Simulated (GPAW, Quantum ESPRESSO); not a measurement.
# ZrS (Fm-3m): the S K absorption edge, part 4 of 5

Do two independent programs agree on the S K edge of ZrS (Fm-3m)? The same cell and functional are run with XSpectra and with GPAW.

Quantum ESPRESSO 7.5 and GPAW 26.7.0; core-hole supercells, plane-wave PAW LDA.

So far. Step 8 (Spectrum with XCH, S atom 2 (Quantum ESPRESSO)): The total-energy difference is 2475.71 eV. One term is added: -16.82 eV, since the hole is spin-paired here and a spin-polarised one costs that much less in the free atom (computed apart). The photon energy is then 2458.89 eV. The functional leaves an error in such absolute values: in the free atom LDA prices this hole 9.1 eV below PBE (computed apart), and PBE is itself good to a few eV.

The database entry behind the starting cell differs from later determinations by our own check (an axis about 1.9 % long against later determinations), so it need not match the best structure at ambient conditions.

**11. Spectrum without a core hole, S atom 2 (GPAW)**

Level of this step: X-ray absorption from dipole matrix elements to empty bands, plane-wave PAW LDA (GPAW).

Without a hole the spectrum is the empty density of states of the right symmetry on the absorber, weighted by matrix elements. It needs only the small cell and serves as the baseline. The data set with a hole of occupation 0 only carries the core orbital.

File xas.py:

```python
import numpy as np
from ase import Atoms
from ase.parallel import parprint, paropen
from gpaw import GPAW, PW, FermiDirac, Mixer, MixerDif, setup_paths
from gpaw.test import gen
setup_paths.insert(0, '.')
gen('S', name='nch1s', xcname='LDA', corehole=(1, 0, 0), write_xml=True)
from gpaw.mpi import world
world.barrier()

atoms = Atoms('ZrS',
    cell=[[0, 2.625, 2.625],
     [2.625, 0, 2.625],
     [2.625, 2.625, 0]],
    scaled_positions=[[0, 0, 0],
     [0.5, 0.5, 0.5]],
    pbc=True)
atoms.calc = calc = GPAW(legacy_gpaw=True, mode=PW(500), xc='LDA', setups={1: 'nch1s'},
    kpts={'size': (11, 11, 11), 'gamma': True}, occupations=FermiDirac(0.1),
    charge=0, mixer=Mixer(0.1, 5, 50), maxiter=150,
    convergence={'density': 0.0001}, txt='scf.txt')
energy = atoms.get_potential_energy() + calc.get_reference_energy()
ef = calc.get_fermi_level()
out = dict(energy=energy, fermi=ef, forces=atoms.get_forces().tolist())
parprint(f'all-electron energy {energy:.4f} eV, Fermi level {ef:.4f} eV')
ev = np.array([[calc.get_eigenvalues(k, s) for k in range(len(calc.get_ibz_k_points()))] for s in range(calc.get_number_of_spins())])
out['homo'], out['lumo'], out['counts'] = ev[ev < ef].max(), ev[ev > ef].min(), sorted(set((ev < ef).sum((0, 2)).tolist()))
out['filled'] = (ev[:, 0] < ef).sum(1).tolist()

from ase.units import Ha
from gpaw.xas import dipole_matrix_elements
nb = int(calc.get_number_of_electrons() / 2) + 30
top = nb
nscf = calc.fixed_density(kpts={'size': (10, 10, 10), 'gamma': True},
    convergence={'eigenstates': 1.0}, txt='nscf.txt')
nscf.diagonalize_full_hamiltonian(nbands=nb)
cell = atoms.cell.array
ops = [cell.T @ U.T @ np.linalg.inv(cell.T) for U in nscf.wfs.kd.symmetry.op_scc]
E = np.arange(-25, 34, 0.1)
fwhm = np.interp(E, [4, 25], [0.9, 3.5])
Y, X, zero, highest = 0, 0, 1e9, 1e9
for spin in range(nscf.get_number_of_spins()):
    wfs = nscf.wfs
    A = dipole_matrix_elements(wfs.setups[1])
    eps = np.zeros((wfs.kd.nibzkpts, nb))
    d = np.zeros((3, A.shape[1], wfs.kd.nibzkpts, nb), complex)
    for kpt in wfs.kpt_u:
        if kpt.s == spin and 1 in kpt.P_ani:
            eps[kpt.k] = kpt.eps_n * Ha
            d[:, :, kpt.k] = (kpt.weight * wfs.nspins / 2) ** 0.5 * np.inner(A, kpt.P_ani[1])
    world.sum(eps)
    world.sum(d)
    T = np.einsum('amkn,bmkn->abkn', d, d.conj()).real
    T = sum(np.einsum('ai,ijkn,bj->abkn', R, T, R) for R in ops) / len(ops)
    empty = eps > ef
    zero, highest = min(zero, eps[empty].min()), min(highest, eps[:, top - 1].min())
    lines = [(eps, T, empty)] if spin == 0 else lines + [(eps, T, empty)]
for eps, T, empty in lines:
    f = np.einsum('aakn->akn', T).reshape(3, -1)
    x = eps.ravel() - zero
    w = np.interp(x, E, fwhm) / 2.35482
    g = np.exp(-0.5 * ((E[:, None] - x) / w) ** 2) / (w * (2 * np.pi) ** 0.5)
    Y = Y + (f * empty.ravel()) @ g.T
    X = X + (f * ~empty.ravel()) @ g.T
out.update(E=E.round(2).tolist(), xas=Y.tolist(), xes=X.tolist(), zero=zero, valid=highest - zero, nk=len(eps), nb=nb)
for i in range(0, len(E), 10):
    parprint(f'{E[i]:7.2f}', *(f'{v:10.3e}' for v in Y[:, i]))
import json
with paropen('out.json', 'w') as f:
    json.dump(out, f)
```

Run with:

```console
> OMP_NUM_THREADS=1 mpirun -n 4 gpaw python xas.py
```

Numbers of over 12 decimals in the logs are rounded to 6 here.

The program printed:

```text
Input parameters:
  convergence: {density: 0.0001}
  kpts: {gamma: True,
         size: (11, 11, 11)}
  maxiter: 150
  mixer: {backend: pulay,
          beta: 0.1,
          method: separate,
          nmaxold: 5,
          weight: 50}
  mode: {ecut: 500.0,
         name: pw}
  occupations: {fixmagmom: False,
                name: fermi-dirac,
                width: 0.1}
  setups: {1: nch1s}

Initialize ...

[...]
*p    :     0.738861
*d    :     0.000000
--------------------------------

Diagonalizing with gridspacing h=0.050

state   all-electron     PAW
-------------------------------
3s:      -0.634959    -0.635587
3p:      -0.261139    -0.261554
*d:                    0.043150
*f:                    0.074695
-------------------------------
all-electron energy -108627.1508 eV, Fermi level 10.9789 eV
[...]
32.00  3.077e-06  3.077e-06  3.077e-06
  33.00  2.575e-06  2.575e-06  2.575e-06
[key lines of the parts left out:]
Converged after 16 iterations.
Dipole moment: (0.000000, -0.000000, -0.000000) |e|*Ang
Free energy:    -16.029936
Fermi level: 10.97886
```

Wall time 36 s (4 MPI ranks of Arm Neoverse V1, shared host); peak memory 0.28 GiB; 2.4 min of CPU time.

The S K spectrum, S atom 2, no core hole (energy from the lowest empty level; intensity scaled to a mean of 1 over the first 20 eV):

| E (eV) | intensity |
| --- | --- |
| -2.0 | 0.00 |
| -1.5 | 0.00 |
| -1.0 | 0.00 |
| -0.5 | 0.08 |
| 0.0 | 0.42 |
| 0.5 | 0.74 |
| 1.0 | 0.96 |
| 1.5 | 1.27 |
| 2.0 | 1.24 |
| 2.5 | 1.06 |
| 3.0 | 1.02 |
| 3.5 | 0.87 |
| 4.0 | 0.92 |
| 4.5 | 1.06 |
| 5.0 | 1.22 |
| 5.5 | 1.29 |
| 6.0 | 1.20 |
| 6.5 | 1.39 |
| 7.0 | 1.73 |
| 7.5 | 1.90 |
| 8.0 | 1.81 |
| 8.5 | 1.66 |
| 9.0 | 1.47 |
| 9.5 | 1.18 |
| 10.0 | 0.87 |
| 10.5 | 0.69 |
| 11.0 | 0.66 |
| 11.5 | 0.73 |
| 12.0 | 0.84 |
| 12.5 | 0.91 |
| 13.0 | 0.88 |
| 13.5 | 0.77 |
| 14.0 | 0.66 |
| 14.5 | 0.60 |
| 15.0 | 0.60 |
| 15.5 | 0.63 |
| 16.0 | 0.68 |
| 16.5 | 0.75 |
| 17.0 | 0.82 |
| 17.5 | 0.88 |
| 18.0 | 0.91 |
| 18.5 | 0.88 |
| 19.0 | 0.82 |
| 19.5 | 0.74 |
| 20.0 | 0.67 |
| 20.5 | 0.62 |
| 21.0 | 0.60 |
| 21.5 | 0.61 |
| 22.0 | 0.63 |
| 22.5 | 0.65 |
| 23.0 | 0.67 |
| 23.5 | 0.68 |
| 24.0 | 0.68 |
| 24.5 | 0.68 |
| 25.0 | 0.70 |
| 25.5 | 0.74 |
| 26.0 | 0.81 |
| 26.5 | 0.92 |
| 27.0 | 1.05 |
| 27.5 | 1.19 |
| 28.0 | 1.32 |
| 28.5 | 1.41 |
| 29.0 | 1.46 |
| 29.5 | 1.45 |
| 30.0 | 1.39 |
| 30.5 | 1.29 |
| 31.0 | 1.17 |
| 31.5 | 1.05 |
| 32.0 | 0.94 |

Main maxima below 24 eV (height): 1.7 eV (1.31), 5.4 eV (1.30), 7.5 eV (1.90), 12.6 eV (0.91) and 18.0 eV (0.91). 

The same matrix elements for filled bands give the S K emission of S atom 2 (ground-state approximation; energy from the lowest empty level, largest value 1):

| E (eV) | emission |
| --- | --- |
| -24.00 | 0.00 |
| -23.25 | 0.00 |
| -22.50 | 0.00 |
| -21.75 | 0.00 |
| -21.00 | 0.00 |
| -20.25 | 0.00 |
| -19.50 | 0.00 |
| -18.75 | 0.00 |
| -18.00 | 0.00 |
| -17.25 | 0.00 |
| -16.50 | 0.00 |
| -15.75 | 0.00 |
| -15.00 | 0.00 |
| -14.25 | 0.00 |
| -13.50 | 0.00 |
| -12.75 | 0.00 |
| -12.00 | 0.00 |
| -11.25 | 0.00 |
| -10.50 | 0.00 |
| -9.75 | 0.00 |
| -9.00 | 0.00 |
| -8.25 | 0.02 |
| -7.50 | 0.19 |
| -6.75 | 0.39 |
| -6.00 | 0.80 |
| -5.25 | 0.84 |
| -4.50 | 0.36 |
| -3.75 | 0.07 |
| -3.00 | 0.01 |
| -2.25 | 0.03 |
| -1.50 | 0.04 |
| -0.75 | 0.06 |
| 0.00 | 0.03 |
| 0.75 | 0.00 |
| 1.50 | 0.00 |
| 2.25 | 0.00 |
| 3.00 | 0.00 |

Emission maxima: -5.6 eV (1.00).

**12. Reference energy of the supercell (GPAW)**

Total energies of two programs can't be mixed, so the cell and mesh of GPAW's hole run get a reference energy of their own.

File scf.py:

```python
import numpy as np
from ase import Atoms
from ase.parallel import parprint, paropen
from gpaw import GPAW, PW, FermiDirac, Mixer, MixerDif, setup_paths
from gpaw.test import gen
setup_paths.insert(0, '.')
gen('S', name='nch1s', xcname='LDA', corehole=(1, 0, 0), write_xml=True)
from gpaw.mpi import world
world.barrier()

atoms = Atoms('Zr6S6',
    cell=[[2.625, 5.25, 2.625],
     [5.25, -2.625, -2.625],
     [2.625, 2.625, -5.25]],
    scaled_positions=[[0, 0, 0],
     [0.5, 0.16666667, 0.16666667],
     [0, 0.33333333, 0.33333333],
     [0.5, 0.5, 0.5],
     [0, 0.66666667, 0.66666667],
     [0.5, 0.83333333, 0.83333333],
     [0.75, 0.25, 0.75],
     [0.25, 0.41666667, 0.91666667],
     [0.75, 0.58333333, 0.08333333],
     [0.25, 0.75, 0.25],
     [0.75, 0.91666667, 0.41666667],
     [0.25, 0.08333333, 0.58333333]],
    pbc=True)
atoms.calc = calc = GPAW(legacy_gpaw=True, mode=PW(500), xc='LDA', setups={6: 'nch1s'},
    kpts={'size': (4, 5, 5), 'gamma': True}, occupations=FermiDirac(0.1),
    charge=0, mixer=Mixer(0.1, 5, 50), maxiter=150,
    convergence={'density': 0.0001}, txt='scf.txt')
energy = atoms.get_potential_energy() + calc.get_reference_energy()
ef = calc.get_fermi_level()
out = dict(energy=energy, fermi=ef, forces=atoms.get_forces().tolist())
parprint(f'all-electron energy {energy:.4f} eV, Fermi level {ef:.4f} eV')
ev = np.array([[calc.get_eigenvalues(k, s) for k in range(len(calc.get_ibz_k_points()))] for s in range(calc.get_number_of_spins())])
out['homo'], out['lumo'], out['counts'] = ev[ev < ef].max(), ev[ev > ef].min(), sorted(set((ev < ef).sum((0, 2)).tolist()))
out['filled'] = (ev[:, 0] < ef).sum(1).tolist()
import json
with paropen('out.json', 'w') as f:
    json.dump(out, f)
```

Run with:

```console
> OMP_NUM_THREADS=1 mpirun -n 4 gpaw python scf.py
```

The program printed:

```text
Input parameters:
  convergence: {density: 0.0001}
  kpts: {gamma: True,
         size: (4, 5, 5)}
  maxiter: 150
  mixer: {backend: pulay,
          beta: 0.1,
          method: separate,
          nmaxold: 5,
          weight: 50}
  mode: {ecut: 500.0,
         name: pw}
  occupations: {fixmagmom: False,
                name: fermi-dirac,
                width: 0.1}
  setups: {6: nch1s}

Initialize ...

[...]
3s(2) :    -0.634959     1.191395
*s    :     0.365041
3p(4) :    -0.261139     0.997058
*p    :     0.738861
*d    :     0.000000
--------------------------------

Diagonalizing with gridspacing h=0.050

state   all-electron     PAW
-------------------------------
3s:      -0.634959    -0.635587
3p:      -0.261139    -0.261554
*d:                    0.043150
*f:                    0.074695
-------------------------------
all-electron energy -651762.9422 eV, Fermi level 10.9552 eV
[key lines of the parts left out:]
Converged after 19 iterations.
Dipole moment: (0.000000, -0.000000, 0.000000) |e|*Ang
Free energy:    -96.199790
Fermi level: 10.95517
```

It took 2.5 min on 4 MPI ranks; peak memory 0.36 GiB.

Reference energy: -651762.942 eV with the cores included.

(Continued in part 5 of 5.)

[Banner, clock and machine lines of the logs are left out without a mark of their own.]

[Logs are printed without paths, hosts, clocks, repeated set-up lines and the standing remarks that a program may print on its own settings, such as how far it seeks lower states.]

[Hosts, paths, dates, database ids (printed as entryN), source tags and the programs' standing remarks are cut or masked in the printed files.]

[Lists of maxima count a maximum above −3 eV only where it reaches 4 % of the highest in the window and stands out from its surroundings by 2 % of it (1.5 % where it reaches 55 %); shoulders and weaker maxima are passed over, and of the rest the first, up to two pre-edge ones and the few strongest are named.]
